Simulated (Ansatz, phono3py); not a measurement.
# Scattering channels in NaCl (Fm-3m), one at a time, part 5 of 5

Aim: with force constants in hand, see how mesh, solver, isotopes and boundaries change the conductivity of NaCl.

What experiment has found for this phase:
- thermal conductivity 7.1 W/m/K near room temperature (given in “Combining the AFLOW GIBBS and Elastic Libraries to efficiently and robustly screen thermo-mechanical properties of solids”, 2017, arXiv:1611.05714)
- thermal conductivity 7.1 W/m/K near room temperature (given in “Predicting the lattice thermal conductivity of solids by solving the Boltzmann transport equation: AFLOW - AAPL an automated, accurate and efficient framework”, 2017, arXiv:1611.05481)

phono3py 4.10.0; DFT LDA, scalar-relativistic, plane waves, PAW; PAW set soft_1; phono3py on Ansatz's force constants.

So far, κ at 300 K (W/m/K): step 2 (relaxation-time solution) 9.66; step 17 (Gaussian smearing, third order supercell 3×3×3, supercell 6×6×6) 9.03; step 18 (Gaussian smearing, third order supercell 3×3×3, supercell 6×6×6 (run 2)) 8.73; step 20 (without the dipole term, third order supercell 3×3×3, supercell 6×6×6) 9.72; step 21 (a changed mass, third order supercell 3×3×3, supercell 6×6×6) 4.23.

The database entry behind the starting cell differs from later determinations by our own check (an axis about 0.4 % short against later determinations), so it need not match the best structure at ambient conditions.

## Step 22: Mass disorder, third order supercell 3×3×3, supercell 6×6×6

A typed mass variance takes the place of the natural one on the sites of one element, as a model of more or less disorder.

Input file phono3py.yaml:

```yaml
phono3py:
  version: "4.10.0"
  frequency_unit_conversion_factor: 15.633302
  symmetry_tolerance: 1.00000e-05

physical_unit:
  atomic_mass: "AMU"
  length: "angstrom"

space_group:
  type: "Fm-3m"
  number: 225
  Hall_symbol: "-F 4 2 3"

primitive_matrix:
- [  1.000000000000000,  0.000000000000000,  0.000000000000000 ]
- [  0.000000000000000,  1.000000000000000,  0.000000000000000 ]
- [  0.000000000000000,  0.000000000000000,  1.000000000000000 ]

supercell_matrix:
- [   3,   0,   0 ]
- [   0,   3,   0 ]
- [   0,   0,   3 ]

# [primitive_cell block left out]
unit_cell:
  lattice:
  - [     0.000000000000000,     2.732237653900000,     2.732237653900000 ] # a
  - [     2.732237653900000,     0.000000000000000,     2.732237653900000 ] # b
  - [     2.732237653900000,     2.732237653900000,     0.000000000000000 ] # c
  points:
  - symbol: Na # 1
    coordinates: [  0.000000000000000,  0.000000000000000,  0.000000000000000 ]
    mass: 22.989769
    reduced_to: 1
  - symbol: Cl # 2
    coordinates: [  0.500000000000000,  0.500000000000000,  0.500000000000000 ]
    mass: 35.450000
    reduced_to: 2

# [supercell block left out]
phonon_supercell_matrix:
- [   6,   0,   0 ]
- [   0,   6,   0 ]
- [   0,   0,   6 ]

# [phonon_primitive_cell block left out]
# [phonon_supercell block left out]
nac:
  born_effective_charge:
  - # 1 (Na)
    - [  1.071467268649414,  0.000000000000000,  0.000000000000000 ]
    - [  0.000000000000000,  1.071467268649414,  0.000000000000000 ]
    - [  0.000000000000000,  0.000000000000000,  1.071467268649414 ]
  - # 2 (Cl)
    - [ -1.071467268649414,  0.000000000000000,  0.000000000000000 ]
    - [  0.000000000000000, -1.071467268649414,  0.000000000000000 ]
    - [  0.000000000000000,  0.000000000000000, -1.071467268649414 ]
  dielectric_constant:
    - [  2.665497813049287,  0.000000000000000,  0.000000000000000 ]
    - [  0.000000000000000,  2.665497813049287,  0.000000000000000 ]
    - [  0.000000000000000,  0.000000000000000,  2.665497813049287 ]
  unit_conversion_factor: 14.399645
```

Launch:

```bash
phono3py phono3py.yaml --mesh 19 19 19 --br --isotope --mv 0.001 0.0005827 --ts 50 100 150 200 300 400 500 600 800
```

What it wrote:

```text
[banner, memory and clock lines left out]
Rust backend (phonors) using rayon (8 threads).
Running in phono3py.load mode.
Spglib version 2.8.0
----------------------------- General settings -----------------------------
Run mode: conductivity-RTA
HDF5 data compression filter: gzip
Crystal structure was read from "phono3py.yaml".
Supercell (dim): [3 3 3]
Phonon supercell (dim-fc2): [6 6 6]
Primitive matrix:
  [1. 0. 0.]
  [0. 1. 0.]
  [0. 0. 1.]
Spacegroup: Fm-3m (225)
Use -v option to watch primitive cell, unit cell, and supercell structures.
NAC parameters were read from "phono3py.yaml".
fc3 was read from "fc3.hdf5".
fc2 was read from "fc2.hdf5".
----------------------------- Force constants ------------------------------
Max drift of fc3: -0.00000000 (zzz) -0.00000000 (zzz) -0.00000000 (zzz)
Max drift of fc2: 0.00000000 (yy) 0.00000000 (yy)
--------------------------- Calculation settings ---------------------------
Non-analytical term correction (NAC): True
NAC unit conversion factor:  14.39964
BZ integration: Tetrahedron-method
Temperature:  50.0  100.0  150.0  200.0  300.0 ... 800.0
Cutoff frequency: 0.01
Mesh sampling: [ 19 19 19 ]
Generating grid system ... [ 19 19 19 ]
fc3-r2q-transformation over three atoms: True
--------------------------- Phonon calculations ----------------------------
  PRB 50, 13035(R) (1994), PRB 55, 10355 (1997)
  G-cutoff distance: 1.21, Number of G-points: 307, Lambda: 0.21
Running harmonic phonon calculations...
-------------------- Lattice thermal conductivity (RTA) --------------------
Running heat capacity calculations...
Running velocity calculations...
Running isotope scattering calculations with tetrahedron method...
======================= Grid point 0 (1/220) =======================
q-point: ( 0.00  0.00  0.00)
Boundary mean free path (millimeter): 1000.000
Mass variance parameters: 1.00e-03 5.83e-04
Number of triplets: 220
Frequency     group velocity (x, y, z)     |gv|
   0.000   (   0.000    0.000    0.000)    0.000
   0.000   (   0.000    0.000    0.000)    0.000
   0.000   (   0.000    0.000    0.000)    0.000
   5.646   (   0.000    0.000    0.000)    0.000
   5.646   (   0.000    0.000    0.000)    0.000
   5.646   (   0.000    0.000    0.000)    0.000
======================= Grid point 1 (2/220) =======================
q-point: ( 0.05  0.00  0.00)
Boundary mean free path (millimeter): 1000.000
Mass variance parameters: 1.00e-03 5.83e-04
Number of triplets: 670
Frequency     group velocity (x, y, z)     |gv|
   0.522   ( -17.962   17.962   17.962)   31.111
   0.522   ( -17.962   17.962   17.962)   31.111
   0.758   ( -26.108   26.108   26.108)   45.220
   5.630   (   1.034   -1.034   -1.034)    1.790
   5.630   (   1.034   -1.034   -1.034)    1.790
   8.067   (   1.214   -1.214   -1.214)    2.103
[217 grid points left out]
======================= Grid point 1647 (220/220) =======================
q-point: (-0.26  0.47  0.21)
Boundary mean free path (millimeter): 1000.000
Mass variance parameters: 1.00e-03 5.83e-04
Number of triplets: 1810
Frequency     group velocity (x, y, z)     |gv|
   3.408   (  -3.567   13.732    0.000)   14.188
   3.509   (   1.398  -12.499   -0.000)   12.576
   4.417   (  -2.299    9.246    0.000)    9.528
   5.135   (  -0.615   -6.762   -0.000)    6.790
   6.084   (   2.346    2.880    0.000)    3.714
   6.123   (   0.472   -3.023   -0.000)    3.060
=================== End of collection of collisions ===================
----------- Thermal conductivity (W/m-k) with tetrahedron method -----------
#  T(K)        xx         yy         zz         yz         xz         xy
   50.0      62.680     62.680     62.680      0.000     -0.000     -0.000
  100.0      26.894     26.894     26.894      0.000     -0.000     -0.000
  150.0      18.045     18.045     18.045      0.000     -0.000     -0.000
  200.0      13.736     13.736     13.736      0.000     -0.000     -0.000
  300.0       9.363      9.363      9.363      0.000     -0.000     -0.000
  400.0       7.120      7.120      7.120      0.000     -0.000     -0.000
  500.0       5.748      5.748      5.748      0.000     -0.000     -0.000
  600.0       4.821      4.821      4.821      0.000     -0.000     -0.000
  800.0       3.646      3.646      3.646      0.000     -0.000     -0.000

Thermal conductivity related properties were written into
"kappa-m191919.hdf5".
Summary of calculation was written in "phono3py.yaml".
```

The job ended after 21 s (8 threads of Arm Neoverse V2, shared host; peak memory 0.28 GiB).

Numbers from this step:

```
κ at 300 K            : 9.363 W/m/K
κ xx, yy, zz at 300 K : 9.363, 9.363, 9.363 W/m/K
```

W/m/K. Kappa, by row:

```
T (K)     xx     yy     zz  yz  xz  xy
   50  62.68  62.68  62.68   0   0   0
  100  26.89  26.89  26.89   0   0   0
  150  18.04  18.04  18.04   0   0   0
  200  13.74  13.74  13.74   0   0   0
  300  9.363  9.363  9.363   0   0   0
  400   7.12   7.12   7.12   0   0   0
  500  5.748  5.748  5.748   0   0   0
  600  4.821  4.821  4.821   0   0   0
  800  3.646  3.646  3.646   0   0   0
```

κ at 300 K goes from 9.66 in the base run to 9.36 W/(m K).

## Step 23: A faulty attempt, third order supercell 3×3×3, supercell 6×6×6

This input was changed on purpose, to see how the program answers.

phono3py.yaml is that of step 22.

Launch:

```bash
phono3py phono3py.yaml --mesh 11 11 11 --br --ts 1
```

What it wrote:

```text
[banner, memory and clock lines left out]
Rust backend (phonors) using rayon (8 threads).
Running in phono3py.load mode.
Spglib version 2.8.0
----------------------------- General settings -----------------------------
Run mode: conductivity-RTA
HDF5 data compression filter: gzip
Crystal structure was read from "phono3py.yaml".
Supercell (dim): [3 3 3]
Phonon supercell (dim-fc2): [6 6 6]
Primitive matrix:
  [1. 0. 0.]
  [0. 1. 0.]
  [0. 0. 1.]
Spacegroup: Fm-3m (225)
Use -v option to watch primitive cell, unit cell, and supercell structures.
NAC parameters were read from "phono3py.yaml".
fc3 was read from "fc3.hdf5".
fc2 was read from "fc2.hdf5".
----------------------------- Force constants ------------------------------
Max drift of fc3: -0.00000000 (zzz) -0.00000000 (zzz) -0.00000000 (zzz)
Max drift of fc2: 0.00000000 (yy) 0.00000000 (yy)
--------------------------- Calculation settings ---------------------------
Non-analytical term correction (NAC): True
NAC unit conversion factor:  14.39964
BZ integration: Tetrahedron-method
Temperature:  1.0
Cutoff frequency: 0.01
Mesh sampling: [ 11 11 11 ]
Generating grid system ... [ 11 11 11 ]
fc3-r2q-transformation over three atoms: True
--------------------------- Phonon calculations ----------------------------
  PRB 50, 13035(R) (1994), PRB 55, 10355 (1997)
  G-cutoff distance: 1.21, Number of G-points: 307, Lambda: 0.21
Running harmonic phonon calculations...
-------------------- Lattice thermal conductivity (RTA) --------------------
Running heat capacity calculations...
Running velocity calculations...
======================= Grid point 0 (1/56) =======================
q-point: ( 0.00  0.00  0.00)
Boundary mean free path (millimeter): 1000.000
Number of triplets: 56
Frequency     group velocity (x, y, z)     |gv|
   0.000   (   0.000    0.000    0.000)    0.000
   0.000   (   0.000    0.000    0.000)    0.000
   0.000   (   0.000    0.000    0.000)    0.000
   5.646   (   0.000    0.000    0.000)    0.000
   5.646   (   0.000    0.000    0.000)    0.000
   5.646   (   0.000    0.000    0.000)    0.000
======================= Grid point 1 (2/56) =======================
q-point: ( 0.09  0.00  0.00)
Boundary mean free path (millimeter): 1000.000
Number of triplets: 146
Frequency     group velocity (x, y, z)     |gv|
   0.897   ( -17.705   17.705   17.705)   30.666
   0.897   ( -17.705   17.705   17.705)   30.666
   1.303   ( -25.728   25.728   25.728)   44.563
   5.602   (   1.696   -1.696   -1.696)    2.938
   5.602   (   1.696   -1.696   -1.696)    2.938
   8.032   (   2.043   -2.043   -2.043)    3.538
[53 grid points left out]
======================= Grid point 310 (56/56) =======================
q-point: (-0.27  0.45  0.18)
Boundary mean free path (millimeter): 1000.000
Number of triplets: 366
Frequency     group velocity (x, y, z)     |gv|
   3.391   (  -5.515   14.356    0.000)   15.379
   3.539   (   2.433  -12.068   -0.000)   12.311
   4.403   (  -5.312   13.234    0.000)   14.261
   5.166   (  -0.109   -9.336   -0.000)    9.337
   6.053   (   3.703    2.450    0.000)    4.440
   6.129   (   0.805   -2.975   -0.000)    3.082
=================== End of collection of collisions ===================
----------- Thermal conductivity (W/m-k) with tetrahedron method -----------
#  T(K)        xx         yy         zz         yz         xz         xy
    1.0       0.000      0.000      0.000      0.000     -0.000     -0.000

Thermal conductivity related properties were written into
"kappa-m111111.hdf5".
Summary of calculation was written in "phono3py.yaml".
```

Wall time 3.5 s (8 threads); peak memory 0.28 GiB.

The run finished. A setting was moved off its sound value on purpose, so it serves as a test and not as the result.

The fault put into the input: 1 K on a mesh that holds no mode populated at that temperature.

## Step 24: What came out

```
κ at 300 K, RTA, natural isotopes, mesh 19×19×19 : 9.66 W/m/K
κ at 300 K, RTA, pure, mesh 19×19×19             : 10.1 W/m/K
κ at 300 K, LBTE, mesh 19×19×19                  : 11.5 W/m/K
κ at 300 K, with coherences, mesh 19×19×19       : 9.79 W/m/K
κ at 300 K, no dipole term, mesh 19×19×19        : 9.72 W/m/K
```

**Reading.** On these constants κ of NaCl at 300 K is 9.66 W/(m K) in the base run, by relaxation time; smearing and coherences move that between 8.73 and 9.79. The full solution gives 11.5 W/(m K) (phono3py, mesh 19×19×19). On the same constants and mesh Ansatz's figure, which includes its coherence part, and phono3py's, which doesn't, differ by up to 5.3 %; with phono3py's own coherence part added, which is defined differently, the largest difference is 0.23 %. The last step of the mesh series (23 to 29) moves κ at 300 K by -0.7 %, while the coarsest mesh gives 104 % of the densest value. Normal processes make 62 % of the three-phonon scattering at 300 K, weighting modes by their heat capacity. A boundary length of 0.01 µm leaves 41 % of κ at 300 K. A boundary length of 10 µm leaves 99 % of κ at 300 K. Scaling the mass of Na by 3 at fixed force constants, a model exercise, multiplies the isotope-free κ by 0.420. A mass variance of 0.001 on the Na sites, typed in place of the natural one, gives 97 % of the base value. A measured thermal conductivity near room temperature is 7.1 W/m/K (arXiv:1611.05714); the calculated 11.5 W/m/K differs by +62 %. The relaxed cell is 8 % smaller in volume than the database cell, which stiffens most phonons and usually raises κ; no run here tested that. Four-phonon, defect and boundary scattering, which are left out, would lower the calculated value; thermal expansion is left out too. The PAW files were made for PBE and are used here under another functional, for which the program regenerates the frozen cores. The cell of these runs is 8 % smaller in volume than the database cell; frequencies and all that rests on them shift with it.

[Logs are printed without paths, hosts, clocks, repeated set-up lines and the standing remarks that a program may print on its own settings, such as how far it seeks lower states.]

[Hosts, paths, dates, database ids (printed as entryN), source tags and the programs' standing remarks are cut or masked in the printed files.]

[A step with changed settings may run another functional than the one named; its input shows which.]
